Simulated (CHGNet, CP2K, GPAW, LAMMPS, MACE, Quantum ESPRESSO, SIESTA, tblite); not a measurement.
# Glassy 67P2O5-20BaO-13Al2O3 (mol %) (86 atoms) in GPAW, part 2 of 2

Wanted: GPAW inputs and outputs for glassy 67P2O5-20BaO-13Al2O3 (mol %) (86 atoms), checked against a plane-wave reference.

Program: GPAW 26.7.0; the method stands at each step. Banners, paths, timers and routine set-up lines are dropped from the logs unmarked, and long logs keep their key lines alone; longer cuts are marked.

So far. Step 2 (PBE, LCAO dzp, h 0.18 Å): Forces lie 38 % from the reference's, at 0.13 times its CPU time (on 1 against 2 cores). Step 3 (PBE, LCAO dzp, h 0.18 Å, other mixer settings): Against the first run (38 %), the force difference from the reference is 38 %, at 1.4 times the CPU time (on 2 against 1 cores) (14 SCF steps against 10): another solver or mixer reaches the same state.

## 4. PBE, LCAO szp(dzp), h 0.18 Å

Method: Kohn-Sham DFT, PBE, PAW, atomic orbitals (szp(dzp)).

File run.py:

```python
import numpy as np
from ase.io import read
from gpaw import GPAW, FermiDirac

atoms = read("structure.xyz")
atoms.calc = GPAW(
    mode="lcao",
    basis="szp(dzp)",
    h=0.18,
    xc="PBE",
    kpts={"size": (1, 1, 1), "gamma": True},
    occupations=FermiDirac(0.05),
    maxiter=200,
    symmetry={"point_group": False},
    txt="gpaw.txt",
)
energy = atoms.get_potential_energy(force_consistent=True)
forces = atoms.get_forces()
print(f"energy {energy:.6f} eV")
print("forces (eV/A)")
for i, (a, f) in enumerate(zip(atoms, forces)):
    print(f"{i:4d} {a.symbol:2s} {f[0]:10.5f} {f[1]:10.5f} {f[2]:10.5f}")
print(f"Fermi level {atoms.calc.get_fermi_level():.4f} eV")
for k in range(len(atoms.calc.get_ibz_k_points())):
    for s in range(atoms.calc.get_number_of_spins()):
        e = atoms.calc.get_eigenvalues(kpt=k, spin=s)
        n = np.searchsorted(e, atoms.calc.get_fermi_level())
        print(f"k {k} spin {s} levels about the Fermi level:", np.round(e[max(n - 6, 0):n], 4).tolist(), "|", np.round(e[n:n + 6], 4).tolist())
```

File structure.xyz:

```xyz
86
Lattice="10.71682 0.00000 0.00000 0.00000 10.71682 0.00000 0.00000 0.00000 10.71682" Properties=species:S:1:pos:R:3 pbc="T T T"
[... 86 atom lines left out: the same atoms as in the first run ...]
```

The run is started by

```console
$ OMP_NUM_THREADS=1 python run.py > output.txt
```

The log of the run:

```text
energy -505.393636 eV
forces (eV/A)
   0 P    -3.38101    1.16672   -0.28000
   1 P     1.78129    2.21410   -0.46029
   2 P    -4.62693   -0.08553   -2.35221
   3 P    -2.55596    3.58477    0.92697
   4 P    -1.62263    1.83232   -3.21037
   5 P     5.63721   -2.42154   -0.73889
   6 P    -2.71861    1.45949   -0.87833
   7 P    -1.32483   -0.49147   -1.21957
   8 P     2.64153    1.25971    1.23648
   9 P    -1.43511   -2.14908   -3.32188
  10 P     3.38421    1.56933    6.33925
  11 P     0.43738    0.90196   -0.50307
  12 P    -0.07170   -2.66626    4.13535
  13 P     3.02778    2.28498    0.12113
  14 P    -4.78893   -0.85798    4.13032
  15 P    -1.48313   -0.83961   -3.01702
  16 P     2.46931    1.60187   -0.80499
  17 P    -4.79921   -2.94331   -0.61775
  18 P    -0.90428    0.05208    0.47127
  19 P    -0.67524   -1.05984    1.10412
  20 Ba    0.41048   -0.46961   -0.04921
  21 Ba   -0.51045    0.96603   -0.92041
  22 Ba   -1.16999   -0.87739   -0.45245
  23 Al    1.91474    0.55665    0.39037
[...]
78 O     0.40569   -0.97542   -0.13352
  79 O    -3.23611   -2.47031   -2.32379
  80 O     1.89783   -4.49464    0.71523
  81 O    -3.80330   -1.97971   -2.43423
  82 O     0.68908    0.50358   -0.73725
  83 O    -1.56100    2.81237    0.08466
  84 O    -0.90386    2.59923    0.01895
  85 O     0.56078   -0.81472    1.70162
Fermi level 5.0050 eV
k 0 spin 0 levels about the Fermi level: [2.8673, 3.1542, 3.3229, 3.8702, 4.4025, 4.8465] | [5.1635, 5.9919, 6.5479, 6.7492, 7.0883, 7.518]
```

gpaw.txt:

```text
Input parameters:
  mode=LCAO(),
  basis={'default': 'szp(dzp)'},
  h=0.18,
  kpts=MonkhorstPack(size=(1, 1, 1), gamma=True),
  maxiter=200,
  occupations=Occupations(name='fermi-dirac', width=0.05, fixmagmom=False),
  symmetry=Symmetry(point_group=False),
  xc=XC(name='PBE')
Unit cell  # Å
| periodic |         x |         y |         z |   lengths |    angles |
[... lines left out ...]
  Fermi-Dirac:
[... lines left out ...]
convergence criteria:
- Maximum [total energy] change in last 3 cyles: 0.0005 eV / valence electron
[... lines left out ...]
Converged in 14 steps
[... lines left out ...]
  Free energy:    -505.393636
  Extrapolated:   -505.376739
dipole moment: (2.885701, 5.770418, -76.000260)  # |e|*Ang
Fermi level: 5.005
Eigenvalues  # (at kpt = [0.000, 0.000, 0.000])
| band index |      eig [eV] | occ [0-2] |
|------------|---------------|-----------|
|          0 |       -23.801 |     2.000 |
|        ... |               |           |
|        240 |         2.513 |     2.000 |
|        241 |         2.639 |     2.000 |
[...]
|        255 |         7.729 |     0.000 |
|        ... |               |           |
|        301 |        11.095 |     0.000 |
Gap: 0.317 eV
Transition (v -> c):
  (s=0, k=0, n=247, [0.00, 0.00, 0.00]) -> (s=0, k=0, n=248, [0.00, 0.00, 0.00])
No difference between direct/indirect transitions
Force computation time: 19.788  # s
timing:  # [seconds]
  Total:  152.337  # ━━━━━━━━━━━━━━━━━━━━━━━━━━━━━━━━━━━━━━━━━━━━━━━━━━━━━━━━
  Init:     9.698  # ━━━╸
  SCF:    122.824  # ━━━━━━━━━━━━━━━━━━━━━━━━━━━━━━━━━━━━━━━━━━━━━
  Forces:  19.788  # ━━━━━━━╸
```

The job ended after 2.6 min (1 thread of Arm Neoverse V1, shared host; peak memory 1.4 GiB).

Numbers from this run, and their distance from the reference:

- r.m.s. force component: 1.774 eV/Å
- r.m.s. difference of force components: 663 meV/Å
- longest difference of force vectors: 2345 meV/Å
- force difference over r.m.s. force: 53.6 %
- slope of forces against the reference's: 1.385
- correlation of force components: 0.9656
- gap (highest filled to lowest empty level): 0.317 eV
- gap difference: -0.9859 eV

This is a coarse setting, run to see what it loses.

Against the first run (38 %), the force difference from the reference is 54 %, at 0.97 times the CPU time (14 SCF steps against 10), with 795 basis functions against 1166: the smaller basis costs accuracy.

## 5. All runs compared

Differences are against the plane-wave reference, forces as r.m.s. over components; share is that over the reference's r.m.s. force, slope the least-squares factor from reference forces to these. Total energies of different programs have different zeros and aren't compared.

```tsv
run	Δ force, r.m.s. (meV/Å)	share (%)	slope	Δ gap (eV)	cores	CPU time	memory (GiB)
reference	-	-	-	-	2	21 min	3.7
GPAW PBE, LCAO dzp, h 0.18 Å	468	37.8	1.170	-0.409	1	2.6 min	1.5
GPAW PBE, LCAO dzp, h 0.18 Å, other mixer settings	468	37.8	1.171	-0.41	2	3.8 min	1.7
GPAW PBE, LCAO szp(dzp), h 0.18 Å (coarse)	663	53.6	1.385	-0.986	1	2.6 min	1.4
```

Rows marked coarse were listed beforehand as settings not expected to be converged; some can still land near the reference.

CPU time is summed over cores on a shared host, where runs went side by side, so it is rough. Symmetry, cutoffs, thresholds, outputs and thread counts weren't matched or tuned between programs; memory under MPI is the largest rank's times the ranks.

Within one program, basis, potentials and functional, energies share a zero. Each run against its twin at the usual cutoff or grid and solver:

```tsv
run	twin	Δ energy (meV/atom)	Δ force, r.m.s. (meV/Å)	CPU time over the twin's
GPAW PBE, LCAO dzp, h 0.18 Å, other mixer settings	LCAO dzp, h 0.18 Å	0	1.92	1.4 (this twin ran on 1 cores)
```

## 6. Outcome

```json
{"nearest in forces": "a tie at 38 % of 2 runs: GPAW PBE, LCAO dzp, h 0.18 Å; GPAW PBE, LCAO dzp, h 0.18 Å, other mixer settings"}
```

**Reading.** The PBE runs in local orbitals, coarse settings apart, differ by 38 % in each run; basis, grid and potentials can all enter. Runs with settings chosen to be coarse differ by 54 % (GPAW PBE, LCAO szp(dzp), h 0.18 Å), their programs' other errors included. Of the electronic-structure runs that take under half the reference's CPU time, GPAW PBE, LCAO dzp, h 0.18 Å is among the nearest, at 38 % in 2.6 min against 21 min. GPAW PBE, LCAO szp(dzp), h 0.18 Å stiffens the forces by a factor of 1.39 while following their directions (correlation 0.966); the slopes of the 3 GPAW runs lie between 1.17 and 1.39. At the same functional, gaps differ from the reference's 1.30 eV by between -0.99 and -0.41 eV. In our tests on small cells the SSSP efficiency potentials stood apart from two norm-conserving sets, for C–F bonds most and for P–O bonds less, so differences between them and other runs here needn't be the other run's error. The quench rate of 20 K/ps is many orders above laboratory rates, so the cell is likely richer in defects and strain than a real sample. The network of bonds at the start is that of the classical potential that made the cell, and needn't be the one that DFT or experiment would give. The reference's pressure of 3.1 GPa belongs to a cell and atoms that aren't relaxed at this level. The electronic-structure runs sample only Γ, in a cell whose shortest periodic width is 11 Å. Spin–orbit coupling is left out, which matters for the levels of the heavy elements.

[Also dropped from logs without a mark: logging warnings of Python, and SIESTA's first energy breakdown and zero terms.]

[Logs are printed without paths, hosts, clocks, repeated set-up lines and the standing remarks that a program may print on its own settings, such as how far it seeks lower states.]

[Hosts, paths, dates, database ids (printed as entryN), source tags and the programs' standing remarks are cut or masked in the printed files.]
